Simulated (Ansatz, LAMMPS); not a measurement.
# Squeezing and shearing glassy 62GeO2-38BaO (mol %) (76 atoms), part 3 of 5

Aim: relax glassy 62GeO2-38BaO (mol %) (76 atoms), then change its volume and shape to read moduli from the stress.

Ansatz 0.2.0; Kohn-Sham DFT, revPBE, PAW (set soft_2), plane waves.

The cell: 18 Ge, 11 Ba and 47 O. The quench rate of 20 K/ps is orders of magnitude faster than experiment. The network of bonds at the start is that of the classical potential that made the cell. The Brillouin zone is sampled at Γ only. No spin–orbit coupling is included.

So far. Step 2 (Single point at the start): The r.m.s. force at the start is 1.1 eV/Å. Step 3 (Cell and atoms relaxed): The relaxation converged after 33 steps, with a largest force component of 0.019 eV/Å.

### Step 4. Single point at the relaxed geometry

The electronic structure is read at the final geometry, in a run of its own.

Input file input.yaml:

```yaml
crystal:
  lattice:
    - [10.59162, -0.01801, -0.029]
    - [-0.01801, 11.02388, -0.0404]
    - [-0.029, -0.0404, 11.55329]
  atoms:
    - { symbol: Ge, position: [0.91667, 0.82429, 0.21556] }
    - { symbol: Ge, position: [0.34938, 0.37646, 0.1844] }
    - { symbol: Ge, position: [0.06083, 0.065, 0.48975] }
    - { symbol: Ge, position: [0.04662, 0.02989, 0.02629] }
    - { symbol: Ge, position: [0.72006, 0.78155, 0.98907] }
    - { symbol: Ge, position: [0.5571, 0.05971, 0.98104] }
    [... 64 atom lines left out ...]
    - { symbol: O, position: [0.435, 0.43504, 0.3133] }
    - { symbol: O, position: [0.46706, 0.02262, 0.10451] }
    - { symbol: O, position: [0.8831, 0.37198, 0.58757] }
    - { symbol: O, position: [0.74707, 0.08741, 0.24339] }
    - { symbol: O, position: [0.75468, 0.64813, 0.60316] }
    - { symbol: O, position: [0.34254, 0.21478, 0.23641] }
kpoints:
  mp_grid: { grid: [1, 1, 1] }
hamiltonian:
  xc: revpbe
scf:
  occupations: { method: gaussian, width: 0.025 }
output:
  forces: true
  stress: true
  populations: intrinsic
  dos:
    method: { smearing: { sigma: 0.1 } }
    de: 0.1
    projected: { site_lists: { Ba: [Ba], Ge: [Ge], O: [O] } }
  eigenvalues: true
  write_density: true
  write_potential: true
  volumetric_format: npy
```

On the command line:

```sh
$ ansatz run input.yaml --threads 4 --pin off --max-ram 8192MiB --backend cpu --events-out ev --progress --plain --runs-dir out
```

Numbers of over 12 decimals in the logs are rounded to 6 here.

What it wrote:

```text
[...]
Crystal: 76 atoms, lattice volume = 1348.940 Å³
Basis set: ecut = 420 eV, 26403 PW (Γ), exchange–correlation on 144×150×160 points (8 copies of the dense FFT grid, shifted against one another)
Bands: 398, of which v1, the nominal top of the filled ones, is band 322 counted from 1 (321 counted from 0)
Symmetry: 1 space group operations
[...]
k-points: 1
[...]
SCF iter   1: F=—  HF=-169671.601859 eV  |F-HF|=—  |Δ(HF+E_count)|=         —  Δρ=3.92e-3  dr2=2.12e-1  ethr=1.77e-3  ⟨swp⟩=6.0  Hψ=1613  notcnv=0  defer=47
[...]
SCF iter  10: F=-169671.563398 eV  HF=-169671.563398 eV  |F-HF|=2.40e-8  |Δ(HF+E_count)|=   5.51e-7  Δρ=2.04e-6  dr2=5.13e-8  ethr=1.55e-11  ⟨swp⟩=17.0  Hψ=3593  notcnv=0
SCF 1 converged in 10 iterations: F = -169671.563398 eV  dr2 = 5.13e-8
[...]
SCF converged after 10 iterations
Free energy (F): -169671.563398 eV
[...]
Internal energy: -169671.563398 eV  (E = F + TS)
E sigma→0 (E₀):  -169671.563398 eV
Fermi energy:    6.335427 eV
[...]
--- Forces (eV/Å), atoms counted from 1 ---
  atom   1  Ge     0.00531373    -0.00741262     0.00527915
  atom   2  Ge     0.01545796     0.00669121     0.00694251
  atom   3  Ge    -0.00245193     0.00094866     0.00109729
  atom   4  Ge    -0.00260520     0.01084969    -0.00140483
  atom   5  Ge     0.00409047     0.00305723    -0.00093166
  atom   6  Ge     0.00204110     0.00384786     0.00560576
  atom   7  Ge    -0.00348756     0.00943161    -0.00805700
  atom   8  Ge     0.00253693     0.00065606    -0.00788311
  atom   9  Ge    -0.00894846     0.01441068     0.00364961
  atom  10  Ge     0.00484084    -0.00169193    -0.00459055
  atom  11  Ge    -0.01646977    -0.00165227     0.02015585
  atom  12  Ge    -0.00144844     0.00092569     0.01294653
  atom  13  Ge     0.00018640    -0.00962374    -0.00422435
  atom  14  Ge    -0.00741720     0.00556057     0.01149536
[...]
atom  75  O      0.00644343     0.00406997    -0.00369242
  atom  76  O     -0.00495491     0.00027470    -0.00048273
  max |Σ_I F_I| component: 9.68e-5 eV/Å
--- Stress (GPa, compression-positive) ---
       -0.006680      -0.000945      -0.000690
       -0.000945      -0.000117      -0.002975
       -0.000690      -0.002975       0.026754
  P = ⅓ Tr σ = 0.0067 GPa (0.067 kbar)
--- Band table (eV) ---
[...]
--- intrinsic populations: 76 sites ---
  site symbol       q [e]
     0     Ge     12.5635
     1     Ge     12.6486
     2     Ge     12.5899
[...]
75      O      6.9045
  spilling = 0.000000 (of n_electrons = 644.000000)
```

The job ended after 12 s (4 threads of Intel Xeon Platinum 8488C (Sapphire Rapids), shared host; peak memory 1.8 GiB; 42 s of CPU time).

The run gave:

```
free energy                                      : -169671.5634 eV
free energy per atom                             : -2232.5206 eV/atom
SCF cycles                                       : 10
pressure                                         : 0.006652 GPa
r.m.s. force component                           : 0.00507 eV/Å
longest force                                    : 0.02608 eV/Å
Fermi energy                                     : 6.335 eV
gap (highest filled to lowest empty level) : 2.547 eV
```

Intrinsic-atomic-orbital charges by element:

| element | coordination | atoms | mean charge (e) | spread | least | most |
| --- | --- | --- | --- | --- | --- | --- |
| Ba | all | 11 | 1.83 | 0.0108 | 1.82 | 1.85 |
| Ge | all | 18 | 1.43 | 0.0332 | 1.35 | 1.46 |
| O | all | 47 | -0.974 | 0.111 | -1.17 | -0.845 |

Density of states as counts of states in windows of 1 eV (from the Fermi level), total and the larger projections:

| from (eV) | to (eV) | total | O p | Ge p | Ge s |
| --- | --- | --- | --- | --- | --- |
| -10 | -9 | 8.0 | 4.3 | 0.4 | 2.5 |
| -9 | -8 | 12.4 | 7.0 | 0.9 | 3.1 |
| -8 | -7 | 7.8 | 4.6 | 0.7 | 1.6 |
| -7 | -6 | 15.1 | 10.5 | 2.8 | 0.9 |
| -6 | -5 | 28.4 | 20.7 | 4.9 | 0.7 |
| -5 | -4 | 39.2 | 31.5 | 4.6 | 0.3 |
| -4 | -3 | 54.1 | 49.0 | 2.0 | 0.2 |
| -3 | -2 | 76.6 | 72.2 | 1.1 | 0.1 |
| -2 | -1 | 36.5 | 34.7 | 0.4 | 0.0 |
| -1 | 1 | 0.0 | 0.0 | 0.0 | 0.0 |
| 1 | 2 | 2.0 | 0.4 | 0.0 | 0.5 |
| 2 | 3 | 9.0 | 2.7 | 0.9 | 3.3 |
| 3 | 4 | 17.0 | 4.0 | 2.1 | 4.6 |
| 4 | 5 | 36.9 | 4.2 | 5.2 | 3.4 |

Between -26 and -10 eV lie 344 more states.

The levels nearest the highest filled one (over half full), pooled over k-points and spins:

| level less the highest filled one (eV) | occupation |
| --- | --- |
| -0.295 | 2 |
| -0.254 | 2 |
| -0.229 | 2 |
| -0.197 | 2 |
| -0.112 | 2 |
| 0 | 2 |
| 2.55 | 0 |
| 3.59 | 0 |
| 3.86 | 0 |
| 4.15 | 0 |
| 4.22 | 0 |
| 4.32 | 0 |

Electrostatic potential energy in the bc plane at fractional x = 0.046, with atoms of Ge and Ba and O within 0.2 Å of it. With pseudopotentials it is smooth inside the atoms' cores, unlike the true potential.

Ten even steps from '_' (-33 eV) to '@' (11 eV), each cell a mean:
```
::::==**%%@@@@@@%%**::____..==##@@##..__..##@@@@@@@@@@@@@@%%++
::==##@@@@@@@@@@@@%%**++==++##%%@@@@##++**%%%%@@@@@@@@@@@@%%++
____##@@@@@@@@@@@@@@%%%%%%%%@@@@@@@@%%##++**##%%@@@@@@@@@@##__
..--%%@@@@@@@@@@**--==%%@@@@@@@@@@@@%%**++++##%%@@@@@@@@@@%%--
%%@@@@@@@@@@@@%%::____++%%%%%%@@@@@@%%%%##**==++%%@@@@@@@@@@@@
@@@@@@@@@@@@@@@@++::::******##%%@@@@@@@@%%--____==@@@@@@@@@@@@
@@@@@@@@@@@@@@@@@@%%%%++----++%%@@@@@@@@@@++....**@@@@@@@@@@@@
@@@@@@@@@@@@@@@@@@@@%%**====++**%%@@@@@@@@@@@@%%@@@@@@@@@@@@@@
@@@@@@@@@@@@@@@@@@@@@@%%####++::==%%@@@@@@@@@@@@@@@@@@@@@@@@@@
%%%%%%%%@@@@@@@@@@@@@@@@@@@@##++##@@@@@@@@%%%%%%%%%%@@@@@@@@@@
**==--==##@@@@@@@@@@@@@@@@@@@@@@@@@@@@@@%%##****##%%@@@@@@@@%%
::____..==%%@@@@@@@@@@@@@@@@@@@@@@@@@@%%##++====++##%%@@@@%%##
::____..==%%@@@@@@@@%%%%%%%%@@@@@@@@@@%%##**====**##%%@@@@%%##
++----==##%%@@@@%%%%##****##%%%%@@@@@@%%%%########%%@@@@@@@@%%
%%%%##****%%@@@@%%##++====**##%%@@@@@@@@@@@@@@@@@@@@@@@@@@@@@@
@@@@%%**++%%@@@@%%##++====**##%%@@@@@@@@@@@@@@@@@@@@@@@@@@@@@@
@@@@@@@@@@@@@@@@%%%%##**####%%@@@@@@@@@@@@**##@@@@@@@@@@@@@@@@
@@@@@@@@@@@@@@@@@@%%%%%%%%%%@@@@@@@@@@@@##----##@@@@@@@@@@@@@@
@@@@@@@@@@@@@@@@@@@@@@@@@@@@@@@@@@@@@@@@@@####%%@@%%@@@@@@@@@@
@@@@@@@@@@@@@@@@@@@@@@@@@@@@@@@@@@@@@@@@@@@@@@@@@@@@%%%%%%@@@@
%%%%%%@@@@@@@@@@@@%%%%%%%%%%%%@@@@@@@@@@@@@@@@@@@@@@**....==%%
====++##@@@@@@@@%%##++==--==**%%@@@@@@@@@@@@@@@@@@@@**..__--**
____..==%%@@@@@@%%++..______--##@@@@%%##%%@@@@@@@@@@@@##****::
______==%%@@@@%%##==________::**%%##::__::%%@@@@@@@@@@@@%%**::
```
Columns run along b (11.0 Å; values clipped at the 3rd and 97th percentile), rows up along c (11.6 Å). Atoms in or near the plane, at fractional coordinates: Ge at (0.06, 0.49), Ge at (0.03, 0.03), Ba at (0.39, 0.02), O at (0.73, 0.75), O at (0.62, 0.99), O at (0.30, 0.80), O at (0.01, 0.88).

Valence density in the bc plane at fractional x = 0.046, with atoms of Ge and Ba and O within 0.2 Å of it. It is the smooth field of the valence electrons, not physical close to the nuclei.

Ten steps, logarithmic in the rise over the least value, from '_' (0 e/Å³) to '@' (26 e/Å³), each cell a mean:
```
====--..__________::--------::....--++**++--..____________..::
====::..__________..::::::::..____::--==--::..____________::==
****--..________..::::....__________..::::....__________..--**
**++::..______::==++++--..____________..::::::....______..::++
::::..______..--++##**==::..__________..::--====::..______..::
______________::==++++--::....__________::==****==::__________
________________..::::::----::....______..==++++==..__________
____________________....::::------..______..::::..____________
________________________..::==++==::..________________________
__________________________..--==--::__________________________
..----::....________________......________..::::..__________..
--##@@**::..____________________________..::::::::..__........
--%%@@**::..____________________________..::::::::............
..--==--::..________........______________........______......
__..::----::..____..::::::::..________________________________
__..::----::..____..::::::::..____________......______________
____..::::..________........__________..::----::..____________
______________________________________..--++++--..____________
______________________________________..::----::..____________
__________________________________________......__....::--::..
..____________________....________________________..--++**==::
::--::..__________..::----::..____________________..--++**==--
%%%%**::..______..::----------..__..::--::..________::------==
@@@@**::..______..::----::----::..--++**++--..__________....==
```
Columns run along b (11.0 Å), rows up along c (11.6 Å). Atoms in or near the plane, at fractional coordinates: Ge at (0.06, 0.49), Ge at (0.03, 0.03), Ba at (0.39, 0.02), O at (0.73, 0.75), O at (0.62, 0.99), O at (0.30, 0.80), O at (0.01, 0.88).

Between filled and empty levels lie 2.55 eV (at Γ alone); a semilocal functional tends to put such gaps too low. In a disordered cell it changes from sample to sample, and tail or defect levels can set it. Mean intrinsic-atomic-orbital charges: Ba +1.83, Ge +1.43, O -0.97 e.

### Step 5. Volume -3 %

The relaxed cell is scaled evenly and the atoms are relaxed again; the stress at the end gives one point of P(V).

input.yaml, the sections that differ from step 4:

```yaml
crystal:
  lattice:
    - [10.48463, -0.01783, -0.02871]
    - [-0.01783, 10.91252, -0.03999]
    - [-0.02871, -0.03999, 11.43658]
  atoms:
    [... the 76 atom lines of step 4 ...]
output:
  forces: true
  eigenvalues: true
  stress: true
relax:
  f_tol: 0.05
  max_steps: 70
# kpoints, hamiltonian, scf: as in step 4
```

What it wrote:

```text
Warning: output.stress: scf.convergence.dr2_threshold = 1e-7 eV (the SCF's general default) is looser than the 7.6e-9 eV advised for a printed stress (1e-10 eV for each atom of the cell: 76). What an SCF threshold leaves in a stress goes as its square root, and in the free energy as the threshold itself, and one threshold admits the most on a small cell: [...]
[...]
Crystal: 76 atoms, lattice volume = 1308.472 Å³
Basis set: ecut = 420 eV, 25569 PW (Γ), exchange–correlation on 144×150×160 points (8 copies of the dense FFT grid, shifted against one another)
Bands: 398, of which v1, the nominal top of the filled ones, is band 322 counted from 1 (321 counted from 0)
Symmetry: 1 space group operations
[...]
k-points: 1
[...]
SCF iter   1: F=—  HF=-169671.184369 eV  |F-HF|=—  |Δ(HF+E_count)|=         —  Δρ=3.86e-3  dr2=2.04e-1  ethr=1.77e-3  ⟨swp⟩=6.0  Hψ=1696  notcnv=0  defer=47
[...]
SCF iter   6: F=—  HF=-169671.164093 eV  |F-HF|=—  |Δ(HF+E_count)|=   2.88e-4  Δρ=5.86e-5  dr2=4.23e-5  ethr=2.65e-8  ⟨swp⟩=2.0  Hψ=615  notcnv=0  defer=69
SCF iter   7: F=-169671.164140 eV  HF=-169671.164132 eV  |F-HF|=8.03e-6  |Δ(HF+E_count)|=   3.89e-5  Δρ=1.94e-5  dr2=4.90e-6  ethr=6.57e-9  ⟨swp⟩=12.0  Hψ=2070  notcnv=0
SCF 1 converged in 7 iterations: F = -169671.164140 eV  dr2 = 4.90e-6
[...]
relax step   1: F+E_penalty+E_count = -169671.16413980 eV  Δ(F+E_penalty+E_count) = +0.000e0 eV  max|allowed force component| = 5.157e-1 eV/Å  Δτ_max = 0.0000 Å  (7 SCF iters, dr2 threshold 6.25e-5 eV, accepted)
[...]
relax step   2: F+E_penalty+E_count = -169671.24825190 eV  Δ(F+E_penalty+E_count) = -8.411e-2 eV  max|allowed force component| = 4.146e-1 eV/Å  Δτ_max = 0.1690 Å  (8 SCF iters, dr2 threshold 1.66e-5 eV, accepted)
[...]
relax step   3: F+E_penalty+E_count = -169671.37829191 eV  Δ(F+E_penalty+E_count) = -1.300e-1 eV  max|allowed force component| = 1.549e-1 eV/Å  Δτ_max = 0.0809 Å  (7 SCF iters, dr2 threshold 1.07e-5 eV, accepted)
relax step   4: F+E_penalty+E_count = -169671.31053663 eV  Δ(F+E_penalty+E_count) = +6.776e-2 eV  max|allowed force component| = 7.325e-1 eV/Å  Δτ_max = 0.2000 Å  (8 SCF iters, dr2 threshold 3.35e-6 eV, rejected (line search))
relax step   5: F+E_penalty+E_count = -169671.41203341 eV  Δ(F+E_penalty+E_count) = -3.374e-2 eV  max|allowed force component| = 6.099e-2 eV/Å  Δτ_max = 0.0627 Å  (10 SCF iters, accepted)
relax step   6: F+E_penalty+E_count = -169671.42194049 eV  Δ(F+E_penalty+E_count) = -9.907e-3 eV  max|allowed force component| = 5.598e-2 eV/Å  Δτ_max = 0.1000 Å  (9 SCF iters, accepted)
[...]
relax step   7: F+E_penalty+E_count = -169671.42546844 eV  Δ(F+E_penalty+E_count) = -3.528e-3 eV  max|allowed force component| = 4.891e-2 eV/Å  Δτ_max = 0.0524 Å  (8 SCF iters, accepted)
SCF converged after 8 iterations
Free energy (F): -169671.425468 eV
[...]
Internal energy: -169671.425468 eV  (E = F + TS)
E sigma→0 (E₀):  -169671.425468 eV
Fermi energy:    6.678877 eV
[...]
Σ components = -169671.425468   (vs F -169671.425468, Δ=0.00e0)
--- Forces (eV/Å), atoms counted from 1 ---
  atom   1  Ge     0.02341334     0.00161103    -0.01111468
  atom   2  Ge     0.01109236    -0.00261591     0.01141203
  atom   3  Ge    -0.02330372     0.00218066     0.01256967
  atom   4  Ge    -0.01216459    -0.00687352     0.00218621
[...]
atom  76  O      0.01032631     0.01333129    -0.00642785
  max |Σ_I F_I| component: 3.08e-5 eV/Å
--- Stress (GPa, compression-positive) ---
        1.124225      -0.018486       0.182733
       -0.018486       0.907457      -0.040389
        0.182733      -0.040389       1.157763
  P = ⅓ Tr σ = 1.0631 GPa (10.631 kbar)
--- Band table (eV) ---
[...]
--- Relaxed structure (7 steps of the walk, 6 accepted, 0 SCFs on fresh bases) ---
  F+E_penalty+E_count = -169671.42546844 eV   max|allowed force component| = 4.891e-2 eV/Å
  atoms:
    - { symbol: Ge, position: [0.917397, 0.819880, 0.218959] }
    - { symbol: Ge, position: [0.346692, 0.377148, 0.186637] }
    - { symbol: Ge, position: [0.061625, 0.071100, 0.486535] }
    - { symbol: Ge, position: [0.046052, 0.024622, 0.023594] }
[...]
- { symbol: O, position: [0.344946, 0.214327, 0.238673] }
```

Run time: 57 s. Hardware: 4 threads; peak memory 1.8 GiB.

The program notes that the SCF threshold is loose for the stress.

The relaxation converged after 7 steps, 0.261 eV below its start, with a largest force component of 0.049 eV/Å.

Volume -3 %: the energy stands 0.138 eV above that of the reference, at a pressure of 1.06 GPa.

(Part 3 of 5 ends here.)

[Logs are printed without paths, hosts, clocks, repeated set-up lines and the standing remarks that a program may print on its own settings, such as how far it seeks lower states.]

[Hosts, paths, dates, database ids (printed as entryN), source tags and the programs' standing remarks are cut or masked in the printed files.]
